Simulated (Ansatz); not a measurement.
**The 1T-HfSeTe bilayer (AA) between two gates**

Aim: charge, voltage and capacitance of the 1T-HfSeTe bilayer (AA) in a field-effect set-up.

Method: plane-wave DFT, r2SCAN-D4, Ansatz PAW, in the first sound run; inputs show where later runs differ, in Ansatz 0.2.0.

## (1) The structure

The cell holds 6 atoms: 2 Te, 2 Hf and 2 Se. Its edges and angles: a = 3.865 Å, b = 3.865 Å, c = 52.001 Å, α = 90.0°, β = 90.0°, γ = 120.0°. Regions: layer 1: 1T-HfSeTe, 3 atoms (1 Te, 1 Hf and 1 Se); layer 2: 1T-HfSeTe, 3 atoms (1 Te, 1 Hf and 1 Se). Vacuum lies along c.

## (2) Relaxation

The starting cell is a guess, so the in-plane lattice and the atoms are relaxed first, with the slab cut off from its images along the normal.

File input.yaml:

```yaml
crystal:
  lattice:
    - [3.865, 0.0, 0.0]
    - [-1.9325, 3.3471881856, 0.0]
    - [0.0, 0.0, 52.0011573858]
  atoms:
    - { symbol: Te, position: [0.6666666667, 0.3333333333, 0.3990295802] }
    - { symbol: Hf, position: [0.0, 0.0, 0.4368660604] }
    - { symbol: Se, position: [0.3333333333, 0.6666666667, 0.4692314541] }
    - { symbol: Te, position: [0.6666666667, 0.3333333333, 0.5307685459] }
    - { symbol: Hf, position: [0.0, 0.0, 0.5686050262] }
    - { symbol: Se, position: [0.3333333333, 0.6666666667, 0.6009704198] }
  periodic: [true, true, false]
kpoints:
  mp_grid: { grid: [12, 12, 1] }
hamiltonian:
  xc: r2scan
  dispersion: d4
scf:
  occupations: { method: fermi_dirac, width: 0.05 }
  convergence: { dr2_threshold: 1.0e-09 }
relax:
  f_tol: 0.004
  max_steps: 90
  cell: {}
output:
  write_potential: true
  write_density: true
  volumetric_format: npy
```

Command:

```
$ ansatz run input.yaml --threads 8 --pin off --max-ram 12288MiB --backend cpu --events-out ev --progress --plain --runs-dir out
```

Numbers of over 12 decimals in the logs are rounded to 6 here.

The program printed:

```text
Warning: relax.cell: scf.convergence.dr2_threshold = 1e-9 eV is looser than the 1.42756039621e-10 eV advised for a relaxation that steers and ends on the stress (1e-10 eV for each atom of the cell: 6, times the square of relax.cell.stress_2d_tol = 0.05 N/m over 20.5 Å (the atoms' height at the walk's start and 5 Å past either face), 2.439e-2 GPa, over a crystal's default 0.05). What an SCF threshold leaves in a stress goes as its square root, and in the free energy as the threshold itself, and one threshold admits the most on a small cell: [figures from the program's tests cut] Set scf.convergence.dr2_threshold to 1.42756039621e-10 eV or tighter. [rest of the remark cut]
Engine: ansatz 0.2.0, x86_64-unknown-linux-gnu
Pseudopotentials: kind: paw
Pseudopotential: Te, paw, valence charge 16, recommended cutoff 500 eV (meta_gga), Te.paw.azcp
Pseudopotential: Hf, paw, valence charge 26, recommended cutoff 500 eV (meta_gga), Hf.paw.azcp
Pseudopotential: Se, paw, valence charge 16, recommended cutoff 500 eV (meta_gga), Se.paw.azcp
Functional definition: r2SCAN
  parameter k0 = 0.174
  parameter k1 = 0.065
  parameter a1 = 4.9479
  exchange = r2scan_x(k0 = k0, k1 = k1, a1 = a1)
  correlation = r2scan_c
Crystal: 6 atoms, lattice volume = 672.733 Å³
Basis set: ecut = 500 eV, 16947 PW (Γ), exchange–correlation on 120×120×1536 points (64 copies of the dense FFT grid, shifted against one another)
Bands: 70, of which v1, the nominal top of the filled ones, is band 58 counted from 1 (57 counted from 0)
Symmetry: 6 space group operations
Space group: P3m1 (ITA 156), of the structure as read, at distance tolerance 8.8e-5 Å
k-points: 19 of 144 (time reversal used)
Non-local potential: Te, projectors of the file, l = 0: 2, l = 1: 2, l = 2: 2, l = 3: 2
Non-local potential: Hf, projectors of the file, l = 0: 3, l = 1: 2, l = 2: 2, l = 3: 3
Non-local potential: Se, projectors of the file, l = 0: 2, l = 1: 2, l = 2: 3, l = 3: 1
PAW form: soft (Blöchl's): semilocal exchange-correlation on the pseudo side does not see the compensation charge
PAW frozen core: Te, regenerated for the run's functional (the file was generated under x = pbe(κ = 0.804, μ = 0.219515), c = pbe(β = 0.066725))
PAW frozen core: Hf, regenerated for the run's functional (the file was generated under x = pbe(κ = 0.804, μ = 0.219515), c = pbe(β = 0.066725))
PAW frozen core: Se, regenerated for the run's functional (the file was generated under x = pbe(κ = 0.804, μ = 0.219515), c = pbe(β = 0.066725))
PAW one-centre angular grid: Te, 590 points (default); XC on 160 Gauss nodes
PAW one-centre angular grid: Hf, 974 points (default); XC on 160 Gauss nodes
PAW one-centre angular grid: Se, 590 points (default); XC on 160 Gauss nodes
Initial density: superposition of atomic densities (neutral atoms: chi_scale 0, normalization atom), corrected by the library's trained network
Initial wavefunctions: pseudopotential atomic-orbital guess
Functional: x = r2scan, c = r2scan; τ floored in thin density (d = 2e-4 eV/Å³)
SCF iter   1: F=—  HF=-56419.512852 eV  |F-HF|=—  |Δ(HF+E_count)|=         —  Δρ=3.39e-3  dr2=9.53e-1  dr2_τ=1.02e-1  ethr=1.77e-3  ⟨swp⟩=10.7  Hψ=6705  notcnv=0  defer=26
preconditioner: auto → LDOS  [metal: Δε(μ)=0.078 eV  Ē_g=12.315 eV  σ=0.050 eV  W_gap=0.36  n_scr=110 (ndim 8)  ℏωp=11.1 eV  f_vac=0.731  D(μ)=0.96/eV (n_scr^D=8)  β→1.0]
SCF iter   2: F=—  HF=-56419.892423 eV  |F-HF|=—  |Δ(HF+E_count)|=   3.80e-1  Δρ=7.24e-3  dr2=6.09e0  dr2_τ=3.06e-2  ethr=8.21e-4  ⟨swp⟩=4.6  Hψ=3268  notcnv=0  defer=68  recentre
SCF iter   3: F=—  HF=-56419.477192 eV  |F-HF|=—  |Δ(HF+E_count)|=   4.15e-1  Δρ=1.67e-3  dr2=1.71e-1  dr2_τ=1.12e-3  ethr=8.21e-4  ⟨swp⟩=4.9  Hψ=3216  notcnv=0  defer=67
SCF iter   4: F=—  HF=-56419.469660 eV  |F-HF|=—  |Δ(HF+E_count)|=   7.53e-3  Δρ=6.24e-4  dr2=8.64e-3  dr2_τ=3.48e-4  ethr=1.48e-4  ⟨swp⟩=3.1  Hψ=2396  notcnv=0  defer=63
SCF iter   5: F=—  HF=-56419.469793 eV  |F-HF|=—  |Δ(HF+E_count)|=   1.33e-4  Δρ=2.88e-4  dr2=1.19e-3  dr2_τ=4.68e-5  ethr=7.45e-6  ⟨swp⟩=3.2  Hψ=2420  notcnv=0  defer=63
SCF iter   6: F=—  HF=-56419.469724 eV  |F-HF|=—  |Δ(HF+E_count)|=   6.90e-5  Δρ=1.03e-4  dr2=4.38e-4  dr2_τ=1.23e-5  ethr=1.02e-6  ⟨swp⟩=3.0  Hψ=2402  notcnv=0  defer=63
SCF iter   7: F=—  HF=-56419.469675 eV  |F-HF|=—  |Δ(HF+E_count)|=   4.91e-5  Δρ=2.94e-5  dr2=1.28e-5  dr2_τ=6.20e-7  ethr=3.78e-7  ⟨swp⟩=3.0  Hψ=1834  notcnv=0  defer=63
SCF iter   8: F=—  HF=-56419.469675 eV  |F-HF|=—  |Δ(HF+E_count)|=   4.68e-7  Δρ=1.11e-5  dr2=6.57e-6  dr2_τ=7.49e-8  ethr=1.10e-8  ⟨swp⟩=3.2  Hψ=2525  notcnv=0  defer=63
SCF iter   9: F=—  HF=-56419.469494 eV  |F-HF|=—  |Δ(HF+E_count)|=   1.81e-4  Δρ=4.76e-6  dr2=6.04e-7  dr2_τ=2.39e-8  ethr=5.66e-9  ⟨swp⟩=1.8  Hψ=1500  notcnv=0  defer=63
SCF iter  10: F=—  HF=-56419.469494 eV  |F-HF|=—  |Δ(HF+E_count)|=   1.31e-7  Δρ=1.20e-6  dr2=1.11e-8  dr2_τ=5.61e-10  ethr=5.21e-10  ⟨swp⟩=2.9  Hψ=2085  notcnv=0  defer=63
SCF iter  11: F=—  HF=-56419.469494 eV  |F-HF|=—  |Δ(HF+E_count)|=   9.92e-9  Δρ=5.28e-7  dr2=4.64e-9  dr2_τ=1.12e-10  ethr=9.56e-12  ⟨swp⟩=3.4  Hψ=2925  notcnv=0  defer=63
SCF iter  12: F=-56419.469494 eV  HF=-56419.469494 eV  |F-HF|=3.64e-11  |Δ(HF+E_count)|=   1.23e-9  Δρ=2.01e-7  dr2=7.36e-10  dr2_τ=2.22e-11  ethr=1.00e-12  ⟨swp⟩=9.5  Hψ=9945  notcnv=0
SCF 1 converged in 12 iterations: F = -56419.469494 eV  dr2 = 7.36e-10
  greatest PAW one-centre occupation: 1.000 electrons in one spin orbital (limit 2), on the Se atom at site 5 (counted from 0), in its partial waves of l = 2
relax step   1: F+E_penalty+E_count = -56419.46949388 eV  Δ(F+E_penalty+E_count) = +0.000e0 eV  max|allowed force component| = 1.883e0 eV/Å  Δτ_max = 0.0000 Å  P = -5.542 N/m  Ω = 672.733 Å³  fix = [c, alpha, beta]  reactions: c -0.000 N/m  (12 SCF iters, accepted)
Crystal: 6 atoms, lattice volume = 668.072 Å³
Basis set: ecut = 500 eV, 16695 PW (Γ), exchange–correlation on 120×120×1536 points (64 copies of the dense FFT grid, shifted against one another)
Initial density: handed on by an earlier stage of this run
Initial wavefunctions: those handed on with the density
iter 1 solved again at ethr=5.99e-4 eV; its pass at ethr=3.10e-3 eV (dr2=6.95e-1 eV) is discarded
SCF iter   1: F=—  HF=-56419.493254 eV  |F-HF|=—  |Δ(HF+E_count)|=         —  Δρ=5.14e-3  dr2=6.96e-1  dr2_τ=8.36e-1  ethr=5.99e-4  ⟨swp⟩=3.4  Hψ=6917  notcnv=0
preconditioner: auto → LDOS  [insulator: Δε(μ)=0.287 eV  Ē_g=12.432 eV  σ=0.050 eV  W_gap=0.54  n_scr=110 (ndim 8)  ℏωp=11.1 eV  f_vac=0.738  D(μ)=0.82/eV (n_scr^D=6)  ε∞_Penn≈1.8  β→1.0]
[...]
relax step   5: F+E_penalty+E_count = -56420.09410756 eV  Δ(F+E_penalty+E_count) = -1.137e-4 eV  max|allowed force component| = 2.606e-3 eV/Å  Δτ_max = 0.0126 Å  P = +0.005 N/m  Ω = 677.062 Å³  energy of the carried Pulay correction = -9.183e-5 eV  fix = [c, alpha, beta]  reactions: c +0.000 N/m  (10 SCF iters, accepted)
Initial wavefunctions: pseudopotential atomic-orbital guess (no wavefunctions were taken with the density)
iter 1 solved again at ethr=1.12e-6 eV; its pass at ethr=3.10e-3 eV (dr2=1.30e-3 eV) is discarded
SCF iter   1: F=—  HF=-56420.094081 eV  |F-HF|=—  |Δ(HF+E_count)|=         —  Δρ=1.50e-5  dr2=1.00e-7  dr2_τ=4.49e-8  ethr=1.12e-6  ⟨swp⟩=5.2  Hψ=11972  notcnv=0
eigensolver tolerance schedule: the retry pair's looser diagonalisation over-reported the residual by 13032.98 of it (diagonalisation noise at an unbounded share of the residual, at the tolerance the schedule requests for it); recorded, not acted on — ethr = c·dr2/N_el stays at c = 1.0e-1
preconditioner: auto → LDOS  [insulator: Δε(μ)=0.194 eV  Ē_g=12.427 eV  σ=0.050 eV  W_gap=0.72  n_scr=110 (ndim 8)  ℏωp=11.1 eV  f_vac=0.742  D(μ)=0.27/eV (n_scr^D=4)  ε∞_Penn≈1.8  β→1.0]
SCF iter   2: F=—  HF=-56420.094199 eV  |F-HF|=—  |Δ(HF+E_count)|=   1.18e-4  Δρ=6.69e-6  dr2=7.63e-7  dr2_τ=7.14e-8  ethr=8.63e-11  ⟨swp⟩=6.6  Hψ=5283  notcnv=0
SCF iter   3: F=—  HF=-56420.094199 eV  |F-HF|=—  |Δ(HF+E_count)|=   1.05e-7  Δρ=2.50e-6  dr2=7.09e-8  dr2_τ=6.86e-9  ethr=8.63e-11  ⟨swp⟩=3.0  Hψ=2632  notcnv=0
SCF iter   4: F=—  HF=-56420.094193 eV  |F-HF|=—  |Δ(HF+E_count)|=   6.01e-6  Δρ=1.62e-6  dr2=2.13e-8  dr2_τ=3.25e-9  ethr=6.12e-11  ⟨swp⟩=3.5  Hψ=2709  notcnv=0
SCF iter   5: F=—  HF=-56420.094199 eV  |F-HF|=—  |Δ(HF+E_count)|=   6.01e-6  Δρ=8.50e-7  dr2=1.88e-8  dr2_τ=6.55e-10  ethr=1.84e-11  ⟨swp⟩=3.8  Hψ=2401  notcnv=0
SCF iter   6: F=—  HF=-56420.094199 eV  |F-HF|=—  |Δ(HF+E_count)|=   3.92e-8  Δρ=2.88e-7  dr2=4.04e-9  dr2_τ=3.54e-11  ethr=1.62e-11  ⟨swp⟩=2.9  Hψ=1854  notcnv=0
iter 7 met the thresholds in force, and the SCF goes on: an eigenvalue changes by 2.30 meV, over its tolerance of 1.05 meV (output.eigenvalues, Limitations)
SCF iter   7: F=-56420.094199 eV  HF=-56420.094199 eV  |F-HF|=7.91e-9  |Δ(HF+E_count)|=   1.08e-8  Δρ=9.00e-8  dr2=1.23e-10  dr2_τ=1.36e-11  ethr=1.00e-12  ⟨swp⟩=14.4  Hψ=11054  notcnv=0
iter 8 met the thresholds in force, and the SCF goes on: an eigenvalue changes by 2.27 meV, over its tolerance of 1.03 meV (output.eigenvalues, Limitations)
SCF iter   8: F=-56420.094199 eV  HF=-56420.094199 eV  |F-HF|=6.00e-9  |Δ(HF+E_count)|=   2.29e-9  Δρ=6.00e-8  dr2=3.84e-11  dr2_τ=3.77e-12  ethr=1.00e-12  ⟨swp⟩=7.6  Hψ=7550  notcnv=0
Mixer restart at iter 8: flushing history
SCF iter   9: F=-56420.094199 eV  HF=-56420.094199 eV  |F-HF|=1.77e-9  |Δ(HF+E_count)|=   6.42e-9  Δρ=1.22e-7  dr2=1.69e-9  dr2_τ=7.42e-12  ethr=1.00e-12  ⟨swp⟩=2.3  Hψ=1512  notcnv=0  κ⁻¹=1.0e0(r=1)
SCF iter  10: F=-56420.094199 eV  HF=-56420.094199 eV  |F-HF|=1.58e-9  |Δ(HF+E_count)|=  1.02e-10  Δρ=4.57e-8  dr2=2.83e-10  dr2_τ=1.72e-12  ethr=1.00e-12  ⟨swp⟩=9.3  Hψ=7998  notcnv=0
SCF 6 converged in 10 iterations: F = -56420.094199 eV  dr2 = 2.83e-10
relax step   6: F+E_penalty+E_count = -56420.09419860 eV  Δ(F+E_penalty+E_count) = -9.104e-5 eV  max|allowed force component| = 2.597e-3 eV/Å  Δτ_max = 0.0000 Å  P = +0.006 N/m  Ω = 677.062 Å³  fix = [c, alpha, beta]  reactions: c +0.000 N/m  stress off target by 5.52e-3 N/m on what of the cell is left free  SCF on the basis re-selected at this cell (its energy is not comparable with the rows above)  (10 SCF iters)
basis re-selected at this cell: Δ(F+E_penalty+E_count) = -9.104e-5 eV, ΔP = +0.001 N/m vs the last step (what re-selecting the basis moved, of the pressure what is left beyond the Pulay correction that the steps carried, after the strain that the cell walked since its last selection, with what the two solves' SCF thresholds leave and, on support functions, any second-order correction that the steps lacked; it is no m [...]
WARN: The output density's exchange-correlation potential varies sharply where the density is thin. Do not read a vacuum level from v_tot or v_xc, or from such a field of the output density. On a cell that repeats whose density bears no net charge and no dipole along the vacuum's axis use v_es (v_loc + v_h of the components); under efield.dipole_correction with no amplitude use v_es + v_field, which holds any externa [...]
SCF converged after 10 iterations
an eigenvalue changed by more than its tolerance at an iteration that met the thresholds in force, so the SCF went on 2 times, its first undamped step at iteration 8: the last check found none over its tolerance
Free energy (F): -56420.094199 eV
Harris-Foulkes:  -56420.094199 eV  (|F-HF|=1.58e-9)
Internal energy: -56420.091449 eV  (E = F + TS)
E sigma→0 (E₀):  -56420.092824 eV
Entropy (-TS):   -0.002750 eV (-0.458 meV/atom)
Fermi energy:    -4.892931 eV
--- Per-component energies (eV) ---
  E_band       = -3494.761979
  E_kinetic    = 1440.332981
  E_local      = -855052.986188  (includes V_loc(G=0)·N_el)
  E_nonlocal   = -4309.584481
  E_hartree    = 426457.009021
  E_xc         = -993.352296
  E_vxc        = -1020.244104  (∫ρ·V_xc dr)
  E_paw        = -27123.818539  (= ΣΔE_a)
  E_vpaw       = 2481.015657  (= ΣTr[D̂ρ^β])
  E_aug_tail   = -0.000494  (compensation charges beyond the density's cutoff)
  E_vtau       = 52.685827  (kinetic-family band-sum trace: ∫τ·v_τ [+ j·A + Jᵃ·Aᵃ] dr)
  E_ewald      = 403165.167775
  E_disp       = -0.542443  (pairwise vdW)
  E_core_change = -2.316786  (= ΣΔE_core)
  E_smearing   = -0.002750  (= −TS)
  E_closure    = -0.000000  (closes the sum)
  Σ components = -56420.094199   (vs F -56420.094199, Δ=0.00e0)
--- Forces (eV/Å), atoms counted from 1 ---
  atom   1  Te     0.00000000     0.00000000    -0.00259638
  atom   2  Hf     0.00000000    -0.00000000     0.00208034
  atom   3  Se     0.00000000    -0.00000000     0.00088630
  atom   4  Te     0.00000000     0.00000000    -0.00175806
  atom   5  Hf     0.00000000    -0.00000000    -0.00000923
  atom   6  Se     0.00000000    -0.00000000     0.00140252
  max |Σ_I F_I| component: 5.48e-6 eV/Å
--- 2D stress c σ (N/m, compression-positive) ---
        0.005519       0.000000      -0.000000
        0.000000       0.005519       0.000000
       -0.000000       0.000000       0.000000
  P = ½ c Tr σ = 0.0055 N/m
--- Band table (eV; the first three rows and the last of 19) ---
  k-point 0: bands = [... 54 lower, -5.0275, -5.0275, -4.9588, -4.9588, -3.9761, -3.9761, -3.9653, -3.9653, ... 8 higher]
  k-point 1: bands = [... 54 lower, -5.7035, -5.6342, -5.3321, -5.2579, -3.9093, -3.9043, -3.6488, -3.6357, ... 8 higher]
  k-point 2: bands = [... 54 lower, -6.5003, -6.0083, -5.7906, -5.7132, -4.0813, -4.0610, -3.1421, -3.1245, ... 8 higher]
  k-point 18: bands = [... 54 lower, -7.7469, -7.6476, -7.5047, -7.4110, -3.2751, -3.2374, -2.8661, -2.7329, ... 8 higher]
  the weakly bound empty levels are not read free of the cell's end (no_gap_told)
--- Relaxed structure (5 steps of the walk, 5 accepted, 1 SCFs on fresh bases) ---
  F+E_penalty+E_count = -56420.09419860 eV   max|allowed force component| = 2.597e-3 eV/Å   (the final SCF, on the basis selected at the relaxed cell)
  cell:  # Å, volume = 677.0620 Å³
    - [3.877416, -9.189735229085466e-19, 0]
    - [-1.938708, 3.357941, 0]
    - [0, 0, 52.0011573858]
  atoms:
    - { symbol: Te, position: [0.666667, 0.333333, 0.404595] }
    - { symbol: Hf, position: [1.414287584620869e-18, 0, 0.439706] }
    - { symbol: Se, position: [0.333333, 0.666667, 0.467726] }
    - { symbol: Te, position: [0.666667, 0.333333, 0.531743] }
    - { symbol: Hf, position: [-8.772566748868843e-19, 0, 0.566843] }
    - { symbol: Se, position: [0.333333, 0.666667, 0.594858] }
```

Wall time 3.8 min (8 threads of Intel Xeon Platinum 8259CL at 2.50GHz (Skylake/Cascade Lake), shared host); peak memory 4.1 GiB; 27 min of CPU time.

Step by step:

```
step  energy less that of the first step (eV)  largest force component (eV/Å)  volume (Å³)
   1                                   0.0000                          1.8831       672.73
   2                                  -0.6099                          0.1970       668.07
   3                                  -0.6240                          0.0573       675.44
   4                                  -0.6245                          0.0107       677.22
   5                                  -0.6246                          0.0026       677.06
  6*                                  -0.6247                          0.0026       677.06
```

Relaxation steps marked * repeat the geometry before them on a plane-wave basis chosen anew for their cell, so energy and pressure can jump there.

Forces are held to the 6 operations that the run works with; a distortion that breaks them can't arise in this run.

```
cell as run  before  after  change
      a (Å)   3.865  3.877  +0.3 %
      b (Å)   3.865  3.877  +0.3 %
```

The atoms that moved most (Å, along periodic axes as changes of fractional coordinates times the final cell, across vacuum about the mean position):

```
atom     dx     dy      dz  length
 Se6  0.000  0.000  -0.318   0.318
 Te1  0.000  0.000   0.289   0.289
 Hf2  0.000  0.000   0.148   0.148
 Hf5  0.000  0.000  -0.092   0.092
 Se3  0.000  0.000  -0.078   0.078
 Te4  0.000  0.000   0.051   0.051
```

The relaxed structure:

```xyz
6
Lattice="3.8774 0.0000 0.0000 -1.9387 3.3579 0.0000 0.0000 0.0000 52.0012" Properties=species:S:1:pos:R:3
Te    1.9387    1.1193   21.0394
Hf    0.0000    0.0000   22.8652
Se    0.0000    2.2386   24.3223
Te    1.9387    1.1193   27.6513
Hf    0.0000    0.0000   29.4765
Se    0.0000    2.2386   30.9333
```

This step gave:

```
energy at zero smearing : -56420.0928 eV
```

The lattice constant a goes from 3.865 to 3.877 Å.

[end of part 1 of 4]

[Logs are printed without paths, hosts, clocks, repeated set-up lines and the standing remarks that a program may print on its own settings, such as how far it seeks lower states.]

[Hosts, paths, dates, database ids (printed as entryN), source tags and the programs' standing remarks are cut or masked in the printed files.]

[Maps of the electrostatic potential energy from Ansatz leave out the sawtooth potential of an applied field or a dipole correction, so their vacuum need not be flat; planar profiles and work functions include it.]
